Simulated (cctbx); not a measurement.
# Symmetry from intensities

Cell: a = 8.1380 Å, b = 8.1380 Å, c = 8.1380 Å, α = 90.00°, β = 90.00°, γ = 90.00°. Expected content of the cell: Pb4 Eu4 Mn4 V4 O24.

The data are simulated with cctbx, not measured: synchrotron X-rays, λ = 0.6889 Å, to d = 0.77 Å, 80 % of the full sphere, strongest reflection 40000 counts, noise from counting, a 2 % proportional error and a noise floor of 15 counts (s.d.); no absorption, some extinction.

A first pass over the reflections prints:

```text
3963 reflections to d = 0.776 A
centring   violations  <I/sigma> of those
    A          1 of  2017      0.0
    B          1 of  1993      0.0
    C          0 of  1990      0.0
    I        491 of  1978      2.8
    R        627 of  2638      6.4
    F          1 of  3000      0.0
Laue class    unique    Rint  (classes that these axes allow; Friedel mates merged)
F m m m           191   0.017
F m -3             68   0.018
F m -3 m           52   0.019
space group    extra absences  I>4sigma  <I/sigma>
F 4 3 2                 0          0         -  acentric
F -4 3 m                0          0         -  acentric
F m -3 m                0          0         -  centric
Wilson B = 0.16 A^2   <|E^2-1|> = 0.728 (0.968 centric, 0.736 acentric)   E^2>4: 0.0 %
shell (A)         n   <I/sigma>
 4.70 - 1.24     17     97.6
 1.24 - 0.99     12    111.2
 0.99 - 0.86     10    122.6
 0.86 - 0.78     13     98.6
```

Q: Read the symmetry from these tables.

The reflections that A, B, C and F centring forbids are absent (⟨I/σ⟩ near 0), so the lattice is F. F holds A, B and C together.

Rint stays low (0.017 to 0.019) up to F m -3 m, the highest class in these axes.

3 settings pass the absence test. No glide or screw absences show, which leaves F 4 3 2, F -4 3 m and F m -3 m.

⟨|E²−1|⟩ = 0.728 leans to a non-centrosymmetric structure. The Wilson B of 0.16 Å² means U ≈ 0.0020 Å².

The true group is F-43m (no. 216), Laue class m-3m, non-centrosymmetric. The tables only narrow the choice to the tied entries; cell content, site symmetry and trial solutions must settle it.

The model was made for the exercise: a known structure type with other elements put in, its volume estimated, not relaxed; displacement parameters are assumed.

[Logs are printed without paths, hosts, clocks, repeated set-up lines and the standing remarks that a program may print on its own settings, such as how far it seeks lower states.]
